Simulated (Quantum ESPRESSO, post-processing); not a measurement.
# 1T-SnSe2, 1 layer against a metal electrode: a series in the charge of the slab, part 2 of 2

Aim: how the results for 1T-SnSe2, 1 layer against a metal electrode change with the charge of the slab.

Quantum ESPRESSO 7.5; plane-wave DFT, PBE, GBRV ultrasoft pseudopotentials.

So far. Step 2 (Relaxing cell and ions of the reference):  The last row is no step: it is a fresh SCF in the final cell with a new plane-wave basis, +13 meV from the row before, a sign that the cell is biased by the basis (Pulay stress).

## (3) Ground state, 0 ×10¹³ e/cm²

A run under open boundaries on these atoms gives the vacuum levels.

Level of this step: plane-wave DFT, PBE, GBRV ultrasoft pseudopotentials (Quantum ESPRESSO 7.5).

Input file m2.esm.in:

```
&control
  prefix = 'm2.esm'
  outdir = './out'
  pseudo_dir = './pseudo'
  calculation = 'scf'
  tprnfor = .true.
/
&system
  ibrav = 0
  nat = 3
  ntyp = 2
  ecutwfc = 40
  ecutrho = 200
  occupations = 'smearing'
  smearing = 'fd'
  degauss = 0.004
  assume_isolated = 'esm'
  esm_bc = 'bc3'
  tot_charge = 0.0
/
&electrons
  conv_thr = 1e-08
  mixing_beta = 0.4
  electron_maxstep = 120
  mixing_mode = 'plain'
/
ATOMIC_SPECIES
  Se  78.9710  se_pbe_v1.uspp.F.UPF
  Sn  118.7100  sn_pbe_v1.4.uspp.F.UPF
CELL_PARAMETERS angstrom
  3.80364244000000 0.00000000000000 0.00000000000000
  -1.90182122000000 3.29405098000000 0.00000000000000
  0.00000000000000 0.00000000000000 18.11048904300000
ATOMIC_POSITIONS crystal
  Se  0.666666666700 0.333333333300 0.021675298839
  Sn  0.000000000000 0.000000000000 0.110433240939
  Se  0.333333333300 0.666666666700 0.199191183039
K_POINTS automatic
  24 24 1 0 0 0
```

Command:

```
$ OMP_NUM_THREADS=1 mpirun -n 4 pw.x -nk 4 -in m2.esm.in > m2.esm.out
```

Output:

```text
[banner, memory and clock lines left out]
Program PWSCF v.7.5 starts
[citation notice left out]

[...]
Message from routine setup:
[...]
bravais-lattice index     =            0
     lattice parameter (alat)  =       7.1878  a.u.
     unit-cell volume          =    1531.2876 (a.u.)^3
     number of atoms/cell      =            3
     number of atomic types    =            2
     number of electrons       =        26.00
     number of Kohn-Sham states=           17
     kinetic-energy cutoff     =      40.0000  Ry
     charge density cutoff     =     200.0000  Ry
     scf convergence threshold =      1.0E-08
     mixing beta               =       0.4000
     number of iterations used =            8  plain     mixing
     Exchange-correlation=  SLA  PW   PBX  PBC
                           (   1   4   3   4   0   0   0)

     Effective Screening Medium Method
     Boundary Conditions: Vacuum-Slab-Metal
     total charge in unit cell        =   0.0000
     grid points for fit at edges     =        4

[...]
PseudoPot. # 1 for Se read from file:
     ./pseudo/se_pbe_v1.uspp.F.UPF
     Pseudo is Ultrasoft + core correction, Zval =  6.0
     Generated by new atomic code, or converted to UPF format
     Using radial grid of  877 points,  6 beta functions with:
                l(1) =   0
                l(2) =   0
                l(3) =   1
                l(4) =   1
                l(5) =   2
                l(6) =   2
     Q(r) pseudized with  8 coefficients,  rinner =    1.300   1.300   1.300
                                                       1.300   1.300

     PseudoPot. # 2 for Sn read from file:
     ./pseudo/sn_pbe_v1.4.uspp.F.UPF
     Pseudo is Ultrasoft + core correction, Zval = 14.0
     Generated by new atomic code, or converted to UPF format
     Using radial grid of  891 points,  6 beta functions with:
                l(1) =   0
                l(2) =   0
                l(3) =   1
                l(4) =   1
                l(5) =   2
                l(6) =   2
     Q(r) pseudized with  8 coefficients,  rinner =    1.350   1.350   1.350
                                                       1.350   1.350

     atomic species   valence    mass     pseudopotential
     Se                6.00    78.97100     Se( 1.00)
     Sn               14.00   118.71000     Sn( 1.00)

      6 Sym. Ops. (no inversion) found

[...]
number of k points=    61  Fermi-Dirac smearing, width (Ry)=  0.0040
[...]
Dense  grid:    73031 G-vectors     FFT dimensions: (  36,  36, 160)

     Smooth grid:    52355 G-vectors     FFT dimensions: (  30,  30, 144)

     Initial potential from superposition of free atoms

     starting charge      24.9998, renormalised to      26.0000

     negative rho (up, down):  2.100E-04 0.000E+00
     Starting wfcs are   17 randomized atomic wfcs

     per-process dynamical memory:    77.4 Mb

     Self-consistent Calculation

     iteration #  1     ecut=    40.00 Ry     beta= 0.40
     Davidson diagonalization with overlap
     ethr =  1.00E-02,  avg # of iterations =  3.0

     negative rho (up, down):  1.205E-05 0.000E+00

     total energy              =    -246.34123088 Ry
     estimated scf accuracy    <       0.45124104 Ry

     iteration #  2     ecut=    40.00 Ry     beta= 0.40
[...]
negative rho (up, down):  1.271E-05 0.000E+00

[...]
total energy              =    -246.46355004 Ry
     estimated scf accuracy    <       0.06780873 Ry

     iteration #  3     ecut=    40.00 Ry     beta= 0.40
[...]
negative rho (up, down):  6.434E-05 0.000E+00

[...]
total energy              =    -246.50145531 Ry
     estimated scf accuracy    <       0.03354152 Ry

     iteration #  4     ecut=    40.00 Ry     beta= 0.40
[...]
c_bands:  1 eigenvalues not converged
[...]
negative rho (up, down):  9.811E-05 0.000E+00

[...]
total energy              =    -246.50718515 Ry
     estimated scf accuracy    <       0.00934590 Ry

     iteration #  5     ecut=    40.00 Ry     beta= 0.40
[...]
c_bands:  1 eigenvalues not converged
     c_bands:  1 eigenvalues not converged
     c_bands:  1 eigenvalues not converged
[...]
negative rho (up, down):  1.190E-04 0.000E+00

[...]
total energy              =    -246.51157530 Ry
     estimated scf accuracy    <       0.01779803 Ry

     iteration #  6     ecut=    40.00 Ry     beta= 0.40
[...]
negative rho (up, down):  2.866E-04 0.000E+00

[...]
total energy              =    -246.51409014 Ry
     estimated scf accuracy    <       0.00082234 Ry

[...]
iteration # 29     ecut=    40.00 Ry     beta= 0.40
[...]
negative rho (up, down):  3.282E-04 0.000E+00

[...]
total energy              =    -246.51578529 Ry
     estimated scf accuracy    <       0.00000092 Ry

     iteration # 30     ecut=    40.00 Ry     beta= 0.40
[...]
negative rho (up, down):  3.285E-04 0.000E+00

[...]
total energy              =    -246.51578552 Ry
     estimated scf accuracy    <       0.00000016 Ry

     iteration # 31     ecut=    40.00 Ry     beta= 0.40
[...]
negative rho (up, down):  3.284E-04 0.000E+00

[...]
total energy              =    -246.51578556 Ry
     estimated scf accuracy    <       0.00000001 Ry

     iteration # 32     ecut=    40.00 Ry     beta= 0.40
[...]
negative rho (up, down):  3.282E-04 0.000E+00

[...]
End of self-consistent calculation

          k = 0.0000 0.0000 0.0000 (  6567 PWs)   bands (ev):

   -27.1123 -27.1123 -27.0714 -27.0610 -27.0610 -19.5039 -18.1896 -11.6568
    -7.1849  -6.3589  -6.3589  -5.9734  -5.9734  -4.2879  -2.7520  -1.2626
    -1.2626

          k = 0.0000 0.0481 0.0000 (  6569 PWs)   bands (ev):

   -27.1129 -27.1116 -27.0709 -27.0616 -27.0611 -19.4869 -18.1773 -11.6585
    -7.1762  -6.5566  -6.4291  -6.0736  -5.9484  -4.1640  -2.6135  -1.3354
    -1.2201

[...]
the Fermi energy is    -5.5068 ev

!    total energy              =    -246.51578560 Ry
     estimated scf accuracy    <          5.0E-10 Ry
     smearing contrib. (-TS)   =      -0.00000497 Ry
     internal energy E=F+TS    =    -246.51578063 Ry

     The total energy is F=E-TS. E is the sum of the following terms:
     one-electron contribution =   -4621.27716866 Ry
     hartree contribution      =    2313.76195552 Ry
     xc contribution           =    -102.45300917 Ry
     ewald contribution        =    2163.45244168 Ry

     convergence has been achieved in  32 iterations

     negative rho (up, down):  3.282E-04 0.000E+00

     Forces acting on atoms (cartesian axes, Ry/au):

     atom    1 type  1   force =     0.00000000    0.00000000   -0.00338844
     atom    2 type  2   force =     0.00000000   -0.00000000    0.00000910
     atom    3 type  1   force =     0.00000000    0.00000000    0.00339857

     Total force =     0.004799     Total SCF correction =     0.000013

[...]
```

Elapsed: 2.6 min, on 4 MPI ranks of Arm Neoverse V1, shared host; peak memory 0.64 GiB; 10 min of CPU time.

Read from the output:

* Fermi energy: -5.507 eV
* vacuum line at the lower end of the cell, over the Fermi level: 5.507 eV
* slope of the potential above: 8.29e-5 eV/Å
* vacuum line at the upper end of the cell, over the Fermi level: 5.507 eV

Electrostatic potential energy of an electron; zero at the Fermi level. The potential energy, planar mean by z:

| z (Å) | potential energy, planar mean (eV) |
| --- | --- |
| -9.0 | 5.51 |
| -8.5 | 5.51 |
| -8.0 | 5.51 |
| -7.5 | 5.51 |
| -7.0 | 5.51 |
| -6.5 | 5.51 |
| -6.0 | 5.51 |
| -5.5 | 5.51 |
| -5.0 | 5.51 |
| -4.5 | 5.51 |
| -4.0 | 5.51 |
| -3.5 | 5.51 |
| -3.0 | 5.51 |
| -2.5 | 5.50 |
| -2.0 | 5.47 |
| -1.5 | 5.36 |
| -1.0 | 4.83 |
| -0.5 | 2.55 |
| 0.0 | -5.86 |
| 0.5 | -10.9 |
| 1.0 | -4.90 |
| 1.5 | -7.59 |
| 2.0 | -11.7 |
| 2.5 | -7.56 |
| 3.0 | -4.92 |
| 3.5 | -11.0 |
| 4.0 | -5.79 |
| 4.5 | 2.55 |
| 5.0 | 4.84 |
| 5.5 | 5.35 |
| 6.0 | 5.47 |
| 6.5 | 5.50 |
| 7.0 | 5.50 |
| 7.5 | 5.51 |
| 8.0 | 5.51 |
| 8.5 | 5.51 |

Inside the slab this potential holds the local part of the pseudopotentials, which can be repulsive at the nuclei; only its value in the vacuum has a meaning of its own.

## (4) SCF with pw.x, 1 ×10¹³ e/cm²

m3.esm.in is the input of step 3 with these lines changed:

```diff
@@ -1,3 +1,3 @@
 &control
-  prefix = 'm2.esm'
+  prefix = 'm3.esm'
   outdir = './out'
@@ -18,3 +18,3 @@
   esm_bc = 'bc3'
-  tot_charge = 0.0
+  tot_charge = 0.01297
 /
@@ -25,2 +25,3 @@
   mixing_mode = 'plain'
+  startingpot = 'file'
 /
```

Command:

```
$ cp -r out/m2.esm.save out/m3.esm.save
$ OMP_NUM_THREADS=1 mpirun -n 4 pw.x -nk 4 -in m3.esm.in > m3.esm.out
```

Output:

```text
[banner, memory and clock lines left out]
Program PWSCF v.7.5 starts
[...]
Message from routine setup:
[...]
number of electrons       =        25.99
     number of Kohn-Sham states=           17
     kinetic-energy cutoff     =      40.0000  Ry
     charge density cutoff     =     200.0000  Ry
[...]
number of k points=    61  Fermi-Dirac smearing, width (Ry)=  0.0040
[...]
Dense  grid:    73031 G-vectors     FFT dimensions: (  36,  36, 160)
[...]
The initial density is read from file :
[...]
negative rho (up, down):  3.280E-04 0.000E+00
     Starting wfcs are   17 randomized atomic wfcs
[...]
negative rho (up, down):  3.245E-04 0.000E+00
[...]
estimated scf accuracy    <       0.00703963 Ry
[...]
negative rho (up, down):  3.248E-04 0.000E+00
[...]
estimated scf accuracy    <       0.05143184 Ry
[...]
negative rho (up, down):  3.253E-04 0.000E+00
[...]
estimated scf accuracy    <       0.00023236 Ry
[...]
negative rho (up, down):  3.281E-04 0.000E+00
[...]
estimated scf accuracy    <       0.00001212 Ry
[...]
negative rho (up, down):  3.299E-04 0.000E+00
[...]
estimated scf accuracy    <       0.00000236 Ry
[...]
negative rho (up, down):  3.334E-04 0.000E+00
[...]
estimated scf accuracy    <       0.00000024 Ry
[...]
negative rho (up, down):  3.334E-04 0.000E+00
[...]
estimated scf accuracy    <       0.00000004 Ry
[...]
negative rho (up, down):  3.335E-04 0.000E+00
[...]
estimated scf accuracy    <       0.00000001 Ry
[...]
negative rho (up, down):  3.334E-04 0.000E+00
[...]
the Fermi energy is    -6.6176 ev
!    total energy              =    -246.50991802 Ry
     estimated scf accuracy    <          6.1E-09 Ry
     smearing contrib. (-TS)   =      -0.00020907 Ry
     internal energy E=F+TS    =    -246.50970895 Ry
[...]
one-electron contribution =   -4619.70557037 Ry
     hartree contribution      =    2312.18842620 Ry
     xc contribution           =    -102.44500645 Ry
     ewald contribution        =    2163.45244168 Ry
     convergence has been achieved in   9 iterations
     negative rho (up, down):  3.334E-04 0.000E+00
[...]
Total force =     0.005800     Total SCF correction =     0.000365
[...]
```

It took 92 s on 4 MPI ranks; peak memory 0.63 GiB.

Read from the output:

- Fermi energy: -6.618 eV
- vacuum line at the lower end of the cell, over the Fermi level: 5.794 eV
- slope of the potential above: 0.1872 eV/Å
- vacuum line at the upper end of the cell, over the Fermi level: 6.617 eV

Inside the slab this potential holds the local part of the pseudopotentials, which can be repulsive at the nuclei; only its value in the vacuum has a meaning of its own.

## (5) SCF with pw.x, -1.5 ×10¹³ e/cm²

m1.esm.in is the input of step 4 with these lines changed:

```diff
@@ -1,3 +1,3 @@
 &control
-  prefix = 'm3.esm'
+  prefix = 'm1.esm'
   outdir = './out'
@@ -18,3 +18,3 @@
   esm_bc = 'bc3'
-  tot_charge = 0.01297
+  tot_charge = -0.01946
 /
```

Command:

```
$ cp -r out/m2.esm.save out/m1.esm.save
$ OMP_NUM_THREADS=1 mpirun -n 4 pw.x -nk 4 -in m1.esm.in > m1.esm.out
```

Output:

```text
[banner, memory and clock lines left out]
Program PWSCF v.7.5 starts
[...]
Message from routine setup:
[...]
number of electrons       =        26.02
     number of Kohn-Sham states=           17
     kinetic-energy cutoff     =      40.0000  Ry
     charge density cutoff     =     200.0000  Ry
[...]
number of k points=    61  Fermi-Dirac smearing, width (Ry)=  0.0040
[...]
Dense  grid:    73031 G-vectors     FFT dimensions: (  36,  36, 160)
[...]
The initial density is read from file :
[...]
negative rho (up, down):  3.284E-04 0.000E+00
     Starting wfcs are   17 randomized atomic wfcs
[...]
negative rho (up, down):  3.172E-04 0.000E+00
[...]
estimated scf accuracy    <       0.01540775 Ry
[...]
negative rho (up, down):  3.161E-04 0.000E+00
[...]
estimated scf accuracy    <       0.10738585 Ry
[...]
negative rho (up, down):  3.143E-04 0.000E+00
[...]
estimated scf accuracy    <       0.00031682 Ry
[...]
negative rho (up, down):  3.164E-04 0.000E+00
[...]
estimated scf accuracy    <       0.00002941 Ry
[...]
negative rho (up, down):  3.180E-04 0.000E+00
[...]
estimated scf accuracy    <       0.00000349 Ry
[...]
negative rho (up, down):  3.189E-04 0.000E+00
[...]
estimated scf accuracy    <       0.00000048 Ry
[...]
negative rho (up, down):  3.196E-04 0.000E+00
[...]
estimated scf accuracy    <       0.00000005 Ry
[...]
negative rho (up, down):  3.194E-04 0.000E+00
[...]
estimated scf accuracy    <       0.00000001 Ry
[...]
negative rho (up, down):  3.193E-04 0.000E+00
[...]
the Fermi energy is    -3.9726 ev
!    total energy              =    -246.52243445 Ry
     estimated scf accuracy    <          3.5E-09 Ry
     smearing contrib. (-TS)   =      -0.00020162 Ry
     internal energy E=F+TS    =    -246.52223283 Ry
[...]
one-electron contribution =   -4623.61300074 Ry
     hartree contribution      =    2316.10155688 Ry
     xc contribution           =    -102.46323065 Ry
     ewald contribution        =    2163.45244168 Ry
     convergence has been achieved in   9 iterations
     negative rho (up, down):  3.193E-04 0.000E+00
[...]
Total force =     0.005693     Total SCF correction =     0.000308
[...]
```

Run time: 93 s. Hardware: 4 MPI ranks; peak memory 0.59 GiB.

Read from the output:

- Fermi energy: -3.973 eV
- vacuum line at the lower end of the cell, over the Fermi level: 5.200 eV
- slope of the potential above: -0.2807 eV/Å
- vacuum line at the upper end of the cell, over the Fermi level: 3.973 eV

Inside the slab this potential holds the local part of the pseudopotentials, which can be repulsive at the nuclei; only its value in the vacuum has a meaning of its own.

## (6) Ground state, -3 ×10¹³ e/cm²

m0.esm.in is the input of step 5 with these lines changed:

```diff
@@ -1,3 +1,3 @@
 &control
-  prefix = 'm1.esm'
+  prefix = 'm0.esm'
   outdir = './out'
@@ -18,3 +18,3 @@
   esm_bc = 'bc3'
-  tot_charge = -0.01946
+  tot_charge = -0.03891
 /
```

Command:

```
$ cp -r out/m1.esm.save out/m0.esm.save
$ OMP_NUM_THREADS=1 mpirun -n 4 pw.x -nk 4 -in m0.esm.in > m0.esm.out
```

Output:

```text
[banner, memory and clock lines left out]
Program PWSCF v.7.5 starts
[...]
Message from routine setup:
[...]
number of electrons       =        26.04
     number of Kohn-Sham states=           17
     kinetic-energy cutoff     =      40.0000  Ry
     charge density cutoff     =     200.0000  Ry
[...]
number of k points=    61  Fermi-Dirac smearing, width (Ry)=  0.0040
[...]
Dense  grid:    73031 G-vectors     FFT dimensions: (  36,  36, 160)
[...]
The initial density is read from file :
[...]
negative rho (up, down):  3.196E-04 0.000E+00
     Starting wfcs are   17 randomized atomic wfcs
[...]
negative rho (up, down):  3.081E-04 0.000E+00
[...]
estimated scf accuracy    <       0.01553035 Ry
[...]
negative rho (up, down):  3.071E-04 0.000E+00
[...]
estimated scf accuracy    <       0.10836107 Ry
[...]
negative rho (up, down):  3.045E-04 0.000E+00
[...]
estimated scf accuracy    <       0.00034270 Ry
[...]
negative rho (up, down):  3.070E-04 0.000E+00
[...]
estimated scf accuracy    <       0.00002889 Ry
[...]
negative rho (up, down):  3.086E-04 0.000E+00
[...]
estimated scf accuracy    <       0.00000343 Ry
[...]
negative rho (up, down):  3.093E-04 0.000E+00
[...]
estimated scf accuracy    <       0.00000057 Ry
[...]
negative rho (up, down):  3.096E-04 0.000E+00
[...]
estimated scf accuracy    <       0.00000004 Ry
[...]
negative rho (up, down):  3.094E-04 0.000E+00
[...]
estimated scf accuracy    <       0.00000002 Ry
[...]
negative rho (up, down):  3.094E-04 0.000E+00
[...]
estimated scf accuracy    <       0.00000001 Ry
[...]
negative rho (up, down):  3.093E-04 0.000E+00
[...]
the Fermi energy is    -2.7180 ev
!    total energy              =    -246.52723355 Ry
     estimated scf accuracy    <          6.5E-10 Ry
     smearing contrib. (-TS)   =      -0.00030039 Ry
     internal energy E=F+TS    =    -246.52693315 Ry
[...]
one-electron contribution =   -4625.92431869 Ry
     hartree contribution      =    2318.41810072 Ry
     xc contribution           =    -102.47315686 Ry
     ewald contribution        =    2163.45244168 Ry
     convergence has been achieved in  10 iterations
     negative rho (up, down):  3.093E-04 0.000E+00
[...]
Total force =     0.007112     Total SCF correction =     0.000089
[...]
```

Elapsed: 1.7 min, on 4 MPI ranks; peak memory 0.53 GiB.

Numbers from this step:

| Item | Value |
| --- | --- |
| Fermi energy | -2.718 eV |
| vacuum line at the lower end of the cell, over the Fermi level | 5.161 eV |
| slope of the potential above | -0.5613 eV/Å |
| vacuum line at the upper end of the cell, over the Fermi level | 2.719 eV |

Inside the slab this potential holds the local part of the pseudopotentials, which can be repulsive at the nuclei; only its value in the vacuum has a meaning of its own.

## (7) The series side by side

The series in one table:

```
the charge of the slab (positive: electrons removed)  electrode's level over the Fermi level (eV)  far face's level over the Fermi level (eV)  field in the gap (eV/Å)
                                      -3 ×10¹³ e/cm²                                        2.719                                       5.161                  -0.5613
                                    -1.5 ×10¹³ e/cm²                                        3.973                                         5.2                  -0.2807
                                       0 ×10¹³ e/cm²                                        5.507                                       5.507                8.285e-05
                                       1 ×10¹³ e/cm²                                        6.617                                       5.794                   0.1872
                                       2 ×10¹³ e/cm²                                        7.488                                       5.838                   0.3744
                                       3 ×10¹³ e/cm²                                        8.346                                       5.864                   0.5615
                                     4.5 ×10¹³ e/cm²                                        9.628                                        5.89                   0.8423
                                       6 ×10¹³ e/cm²                                        10.91                                       5.912                    1.123
                                       7 ×10¹³ e/cm²                                        11.77                                       5.923                     1.31
                                       8 ×10¹³ e/cm²                                        12.62                                       5.935                    1.497
```

## (8) Worked from the printed numbers

Last interval: C = Δσ/ΔV = 0.00104 e/Å² / 0.858 V × 1602 = 1.93 µF/cm².

## (9) Summary of results

| Item | Value |
| --- | --- |
| mean capacitance at positive charge | 1.87 μF/cm² |
| effective gap ε₀/C | 4.74 Å |
| top atoms to electrode | 5.45 Å |

What this shows: The series holds 10 members; mean capacitance at positive charge: 1.87 μF/cm²; effective gap ε₀/C: 4.74 Å; top atoms to electrode: 5.45 Å (PBE, GBRV ultrasoft). Interval by interval C lies between 1.49 and 1.98 µF/cm², least between 0 and 1×10¹³ e/cm², where the slab has few states at the Fermi level. The far face's level moves by 0.77 eV over the series, so the slab's own states take part of the voltage. The labels count charge on the starting cell; on the relaxed cell the densities are 1.035 times as large. Vacuum fills the gap; ions don't answer the charge; added electrons can spill towards the electrode at the most negative charges.

[Logs are printed without paths, hosts, clocks, repeated set-up lines and the standing remarks that a program may print on its own settings, such as how far it seeks lower states.]

[Hosts, paths, dates, database ids (printed as entryN), source tags and the programs' standing remarks are cut or masked in the printed files.]

[Maps of the electrostatic potential energy from Ansatz leave out the sawtooth potential of an applied field or a dipole correction, so their vacuum need not be flat; planar profiles and work functions include it.]
